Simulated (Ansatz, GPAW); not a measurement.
# A 7-layer slab of Ir(111): work function by functional and basis, part 3 of 3

Wanted: work functions and dipole of a 7-layer slab of Ir(111), with the cost of each level.

GPAW 26.7.0 and Ansatz 0.2.0; Ansatz plane waves; slab in vacuum with a dipole correction, relaxation (the session's first sound run).

So far, upper work function (eV): step 2 (relaxation, PBE) 5.49; step 6 (self-consistent run: xc = "RPBE") 5.34; step 7 (self-consistent run: xc = "revPBE") 5.36; step 8 (self-consistent run: xc = "vdW-DF2", GPAW, PAW setups, GPAW) 5.71; step 9 (real-space grid: mode = "fd", PBE, GPAW) 5.49.

**10. Atomic orbitals: mode = "lcao"**

Level of this step: GPAW, PAW setups; slab in vacuum (GPAW).

Atom-centred orbitals end a few angstrom from the surface, which tests how much the density's tail matters.

Input file run.py:

```python
import json
import numpy as np
from ase import Atoms
from gpaw import GPAW

slab = Atoms(
    ['Ir', 'Ir', 'Ir', 'Ir', 'Ir', 'Ir', 'Ir'],
    positions=[
        [0.00000, 0.00000, 9.00000],
        [1.35765, 0.78384, 11.21703],
        [2.71529, 1.56767, 13.43405],
        [0.00000, 0.00000, 15.68725],
        [1.35765, 0.78384, 17.93865],
        [2.71529, 1.56767, 20.16979],
        [0.00000, 0.00000, 22.36758]],
    cell=[[2.71529, 0.0, 0.0], [1.35765, 2.35151, 0.0], [0.0, 0.0, 31.30215]],
    pbc=[True, True, False])

slab.calc = GPAW(mode='lcao', basis='dzp', h=0.18, xc='PBE', kpts={'size': (13, 13, 1), 'gamma': True},
                 occupations={'name': 'fermi-dirac', 'width': 0.1}, nbands='120%',
                 convergence={'density': 1e-05}, maxiter=200,
                 poissonsolver={'dipolelayer': 'xy'},
                 symmetry={'tolerance': 1e-3}, txt='slab.txt')
result = {}
energy = slab.get_potential_energy()
fermi = slab.calc.get_fermi_level()
v = slab.calc.get_electrostatic_potential().mean((0, 1)) - fermi
n = slab.calc.get_pseudo_density().mean((0, 1))
L = slab.cell[2, 2]
z = np.arange(len(v)) * L / len(v)
low, high = slab.positions[:, 2].min(), slab.positions[:, 2].max()
below, above = np.interp([low - 6.8, high + 6.8], z, v)
slopes = [np.interp(x, z, np.gradient(v, z)) for x in (low - 6.8, high + 6.8)]
eps = np.array([[slab.calc.get_eigenvalues(k, s) for k in range(len(slab.calc.get_ibz_k_points()))]
                for s in range(slab.calc.get_number_of_spins())]) - fermi
top, bottom = eps[eps < 0].max(), eps[eps > 0].min()
dipole = slab.get_dipole_moment()[2]
print(f'energy {energy:.4f} eV, Fermi level {fermi:.4f} eV, dipole {dipole:.5f} e A')
print(f'potential 6.8 A off the faces, from the Fermi level: lower {below:.4f} eV, upper {above:.4f} eV')
print(f'slope of the potential there: lower {slopes[0]:.5f}, upper {slopes[1]:.5f} eV/A')
print(f'nearest levels on the mesh: {top:.4f} and {bottom:.4f} eV')
print('magnetic moment', round(slab.get_magnetic_moment(), 3))
result.update(energy=energy, fermi=fermi, dipole=dipole, below=below, above=above, slopes=slopes, edges=[top, bottom],
              z=z.tolist(), v=v.tolist(), n=n.tolist(), positions=slab.positions.tolist(),
              forces=slab.get_forces(apply_constraint=False).tolist(), moments=slab.get_magnetic_moments().tolist())
json.dump(result, open('result.json', 'w'))
```

The run is started by

```
> OMP_NUM_THREADS=1 OPENBLAS_NUM_THREADS=1 python run.py
```

Numbers of over 12 decimals in the logs are rounded to 6 here.

The program printed:

```text
energy -61.3986 eV, Fermi level -5.5450 eV, dipole 0.00038 e A
potential 6.8 A off the faces, from the Fermi level: lower 5.5464 eV, upper 5.5436 eV
slope of the potential there: lower -0.00000, upper -0.00000 eV/A
nearest levels on the mesh: -0.0001 and 0.0173 eV
magnetic moment 0.0
```

The job ended after 87 min (1 thread of Intel Xeon Platinum 8259CL at 2.50GHz (Skylake/Cascade Lake), shared host; peak memory 0.46 GiB).

This step gave:

- dipole along the normal: 3.75e-4 e·Å
- levels nearest the Fermi level on the mesh: -1.07e-4, 0.01726 eV from the Fermi level
- upper work function: 5.544 eV
- lower work function: 5.546 eV

The electrostatic potential energy of an electron (without an applied field's), less the Fermi level, planar mean oscillates, so the rows of the table below give means over windows of 2.18 Å about each position, cut where the curve ends. Its maxima inside the range that stand out by 2 % of the span (Å: eV): 10.1: -1.85, 12.3: -2.12, 14.7: -1.89, 16.8: -1.67, 19.0: -1.94, 21.3: -2.09. Its minima: 9.0: -31.0, 11.2: -31.5, 13.5: -31.4, 15.7: -31.3, 17.9: -31.5, 20.1: -31.2, 22.3: -30.6.

The electrostatic potential energy of an electron (without an applied field's), less the Fermi level, planar mean by z; means over each step:

z (Å), electrostatic potential energy of an electron (without an applied field's), less the Fermi level, planar mean (eV) and a bar from the least value:
```
     1.09        5.5 ##############################
     3.27        5.5 ##############################
     5.45        5.5 ##############################
     7.63       -0.5 #####################
     9.81      -14.5 #
    11.99      -14.9 
    14.17      -14.5 #
    16.35      -14.5 #
    18.53      -14.8 
    20.71      -15.1 
    22.89      -12.3 ####
    25.07        5.4 ##############################
    27.25        5.5 ##############################
    29.43        5.5 ##############################
```

The upper face's work function is 5.544 eV, against 5.487 eV in the first plane-wave PBE run at this geometry.

**11. The ladder**

Times are for 1 thread of Intel Xeon Platinum 8259CL at 2.50GHz (Skylake/Cascade Lake), shared host. Results by setting:

```csv
no.,run,upper work function (eV),lower work function (eV),time,memory (GiB)
1,pw,5.487,5.491,12 min,0.31
2,LDA,5.841,5.845,10 min,0.31
3,optPBE vdW,5.637,5.641,9.5 min,0.45
4,RPBE,5.337,5.341,9.4 min,0.31
5,revPBE,5.356,5.360,9.1 min,0.31
6,vdW DF2,5.706,5.710,11 min,0.46
7,fd,5.488,5.491,83 min,1.2
8,lcao,5.544,5.546,87 min,0.46
```

**12. A second plane-wave code**

A second program with its own datasets checks the number independently.

This step: Ansatz plane waves; slab in vacuum with a dipole correction (Ansatz 0.2.0).

Input file input.yaml:

```yaml
crystal:
  lattice:
    - [2.7152900398, 0.0, 0.0]
    - [1.3576450199, 2.3515101531, 0.0]
    - [0.0, 0.0, 31.3021502021]
  atoms:
    - { symbol: Ir, position: [0.0, 0.0, 0.2875201845] }
    - { symbol: Ir, position: [0.3333333333, 0.3333333333, 0.3583467896] }
    - { symbol: Ir, position: [0.6666666667, 0.6666666667, 0.4291733948] }
    - { symbol: Ir, position: [0.0, 0.0, 0.5011555954] }
    - { symbol: Ir, position: [0.3333333333, 0.3333333333, 0.5730805268] }
    - { symbol: Ir, position: [0.6666666667, 0.6666666667, 0.6443581124] }
    - { symbol: Ir, position: [0.0, 0.0, 0.7145702122] }
kpoints:
  mp_grid: { grid: [13, 13, 1] }
hamiltonian:
  xc: pbe
scf:
  occupations: { method: fermi_dirac, width: 0.1 }
efield:
  axis: 3
  dipole_correction: true
  ramp_width: 0.05
output:
  forces: true
  write_potential: true
  write_density: true
  volumetric_format: npy
```

The run is started by

```
> ansatz run input.yaml --threads 4 --pin off --max-ram 8192MiB --backend cpu --events-out ev --progress --plain --runs-dir out
```

The program printed:

```text
[...]
Crystal: 7 atoms, lattice volume = 199.865 Å³
Basis set: ecut = 420 eV, 3927 PW (Γ), exchange–correlation on 40×40×432 points (8 copies of the dense FFT grid, shifted against one another)
Bands: 72, of which v1, the nominal top of the filled ones, is band 60 counted from 1 (59 counted from 0)
Symmetry: 6 space group operations
[...]
k-points: 21 of 169 (time reversal used)
[...]
SCF iter   1: F=—  HF=-83545.497009 eV  |F-HF|=—  |Δ(HF+E_count)|=         —  Δρ=1.08e-2  dr2=5.29e0  ethr=1.77e-3  p=0.000 e·Å  D=3.65e-4 V/Å  ΔV_dip=-0.01 eV  dr2_dipole=1.54e-2  V_vac-E_F(+/−)=5.11/5.12 eV  ⟨swp⟩=8.0  Hψ=6621  notcnv=0  defer=7
[...]
SCF iter   8: F=-83545.448124 eV  HF=-83545.448124 eV  |F-HF|=3.28e-8  |Δ(HF+E_count)|=   3.58e-7  Δρ=3.00e-6  dr2=3.13e-8  ethr=8.40e-11  p=0.000 e·Å  D=1.21e-4 V/Å  ΔV_dip=-0.00 eV  dr2_dipole=7.14e-13  V_vac-E_F(+/−)=5.49/5.49 eV  ⟨swp⟩=19.0  Hψ=13420  notcnv=0
SCF 1 converged in 8 iterations: F = -83545.448124 eV  dr2 = 3.13e-8
[...]
SCF converged after 8 iterations
Free energy (F): -83545.448124 eV
[...]
Internal energy: -83545.189128 eV  (E = F + TS)
E sigma→0 (E₀):  -83545.318626 eV
Entropy (-TS):   -0.258997 eV (-37.000 meV/atom)
Fermi energy:    9.999636 eV
Dipole field:    D = 0.000122 V/Å  (p = 0.000135 e·Å, saw-weighted, corrected)
Work function:   Φ+ = 5.4909 eV   Φ− = 5.4947 eV
[...]
--- Forces (eV/Å), atoms counted from 1 ---
  atom   1  Ir     0.00000000    -0.00000000     0.17408393
  atom   2  Ir    -0.00000000    -0.00000000    -0.29075846
  atom   3  Ir     0.00000000     0.00000000     0.10255319
  atom   4  Ir     0.00000000    -0.00000000     0.00393259
  atom   5  Ir    -0.00000000    -0.00000000    -0.00228452
  atom   6  Ir     0.00000000     0.00000000     0.01328794
  atom   7  Ir     0.00000000     0.00000000    -0.00080973
  max |Σ_I F_I| component: 4.95e-6 eV/Å
--- Band table (eV; the first three rows and the last of 21) ---
  k-point 0: bands = [... 56 lower, 8.7683, 8.7918, 8.7918, 8.9637, 8.9637, 9.3885, 9.3885, 9.7098, ... 8 higher]
  k-point 1: bands = [... 56 lower, 8.4576, 8.7036, 8.7783, 8.9185, 9.0507, 9.0912, 9.2014, 9.4181, ... 8 higher]
  k-point 2: bands = [... 56 lower, 8.1238, 8.2352, 8.3738, 8.6721, 8.7786, 9.0936, 9.4558, 9.4670, ... 8 higher]
  k-point 20: bands = [... 56 lower, 9.7160, 10.0168, 10.2388, 10.4829, 10.5259, 10.5329, 10.7867, 14.5882, ... 8 higher]
```

Elapsed: 15 s, on 4 threads; peak memory 0.77 GiB; 48 s of CPU time.

Numbers from this step:

- upper work function: 5.491 eV
- lower work function: 5.495 eV
- dipole along the normal: 1.35e-4 e·Å
- dipole field: 1.22e-4 V/Å

The electrostatic potential energy of an electron (with the applied field's), less the Fermi level, planar mean oscillates, so the rows of the table below give means over windows of 2.17 Å about each position, cut where the curve ends. Its maxima inside the range that stand out by 2 % of the span (Å: eV): 10.1: -1.84, 12.3: -2.04, 14.5: -1.83, 16.8: -1.66, 19.0: -2.07, 21.3: -2.02. Its minima: 9.0: -24.4, 11.2: -24.8, 13.5: -24.8, 15.7: -24.8, 18.0: -24.9, 20.1: -24.9, 22.3: -24.3.

Table of electrostatic potential energy of an electron (with the applied field's), less the Fermi level, planar mean by z; means over each step:

```csv
z (Å),"electrostatic potential energy of an electron (with the applied field's), less the Fermi level, planar mean (eV)"
1.08,5.49
3.25,5.49
5.42,5.48
7.59,-0.125
9.77,-13.1
11.93,-13.5
14.11,-13.1
16.27,-13.2
18.45,-13.5
20.62,-13.7
22.79,-11.5
24.95,5.25
27.12,5.49
29.30,5.49
```

The valence density, planar mean oscillates, so the rows of the table below give means over windows of 2.17 Å about each position, cut where the curve ends. Its maxima inside the range that stand out by 2 % of the span (Å: e/Å³): 9.0: 2.21, 11.2: 2.21, 13.5: 2.21, 15.7: 2.21, 18.0: 2.21, 20.1: 2.22, 22.3: 2.20. Its minima: 10.1: 0.383, 12.3: 0.381, 14.5: 0.367, 16.8: 0.362, 19.0: 0.380, 21.3: 0.396.

Table of valence density, planar mean by z; means over each step:

```csv
z (Å),"valence density, planar mean (e/Å³)"
3.25,0
5.42,6.4e-4
7.59,0.312
9.77,1.19
11.93,1.19
14.11,1.17
16.27,1.18
18.45,1.20
20.62,1.22
22.79,1.11
24.95,0.00986
27.12,2.6e-5
```

Force by atom:

```csv
atom,x (eV/Å),y (eV/Å),z (eV/Å),size
Ir1,0.000,0.000,0.174,0.174
Ir2,0.000,0.000,-0.291,0.291
Ir3,0.000,0.000,0.103,0.103
Ir4,0.000,0.000,0.004,0.004
Ir5,0.000,0.000,-0.002,0.002
Ir6,0.000,0.000,0.013,0.013
Ir7,0.000,0.000,-0.001,0.001
```

The upper face's work function is 5.491 eV, against 5.487 eV in the first plane-wave PBE run at this geometry.

**13. Side by side**

Results and costs are gathered.

This step: comparison of work functions, dipole and cost (GPAW 26.7.0).

Ladder, by row:

```csv
step,code,"work function, upper (eV)","work function, lower (eV)",dipole (e Å),wall time (s),peak memory (GiB),threads
pw,GPAW,5.487,5.491,4.40e-4,700.8,0.31,1
LDA,GPAW,5.841,5.845,4.52e-4,605.2,0.31,1
optPBE-vdW,GPAW,5.637,5.641,4.35e-4,570.6,0.45,1
RPBE,GPAW,5.337,5.341,4.52e-4,565.3,0.31,1
revPBE,GPAW,5.356,5.36,4.24e-4,544.6,0.31,1
vdW-DF2,GPAW,5.706,5.71,4.61e-4,684.4,0.46,1
fd,GPAW,5.487,5.491,4.07e-4,4971,1.16,1
lcao,GPAW,5.544,5.546,3.75e-4,5226,0.46,1
ansatz,Ansatz,5.491,5.495,1.35e-4,15.24,0.767,4
```

**14. What came out**

- work function, both faces: 5.49 eV
- dipole along the normal: 4.4e-4 e Å, near the numerical noise

In words: With plane waves and PBE the work function is 5.49 eV on the upper face and 5.49 eV on the lower. The measured value for this face is 5.78 eV (as compiled in "Anisotropic work function of elemental crystals", 2019, arxiv:1902.07811); the relaxed upper face lies 0.29 eV under it with PBE, and LDA comes nearest (5.84 eV). Measured work functions scatter by a tenth of an eV or more between methods. Over the sound runs of the table the upper face's work function spans 5.337 (RPBE) to 5.841 eV (LDA). The two plane-wave codes differ by 0.0041 eV on the upper face. The small printed dipole stands for a step of -12 meV from the lower to the upper face, and the probes find -4.0 meV; values this small are near the numerical noise of both. The in-plane lattice was kept as typed, which isn't the functional's own and leaves some strain; spin-orbit coupling and temperature are left out.

[Logs are printed without paths, hosts, clocks, repeated set-up lines and the standing remarks that a program may print on its own settings, such as how far it seeks lower states.]

[Hosts, paths, dates, database ids (printed as entryN), source tags and the programs' standing remarks are cut or masked in the printed files.]
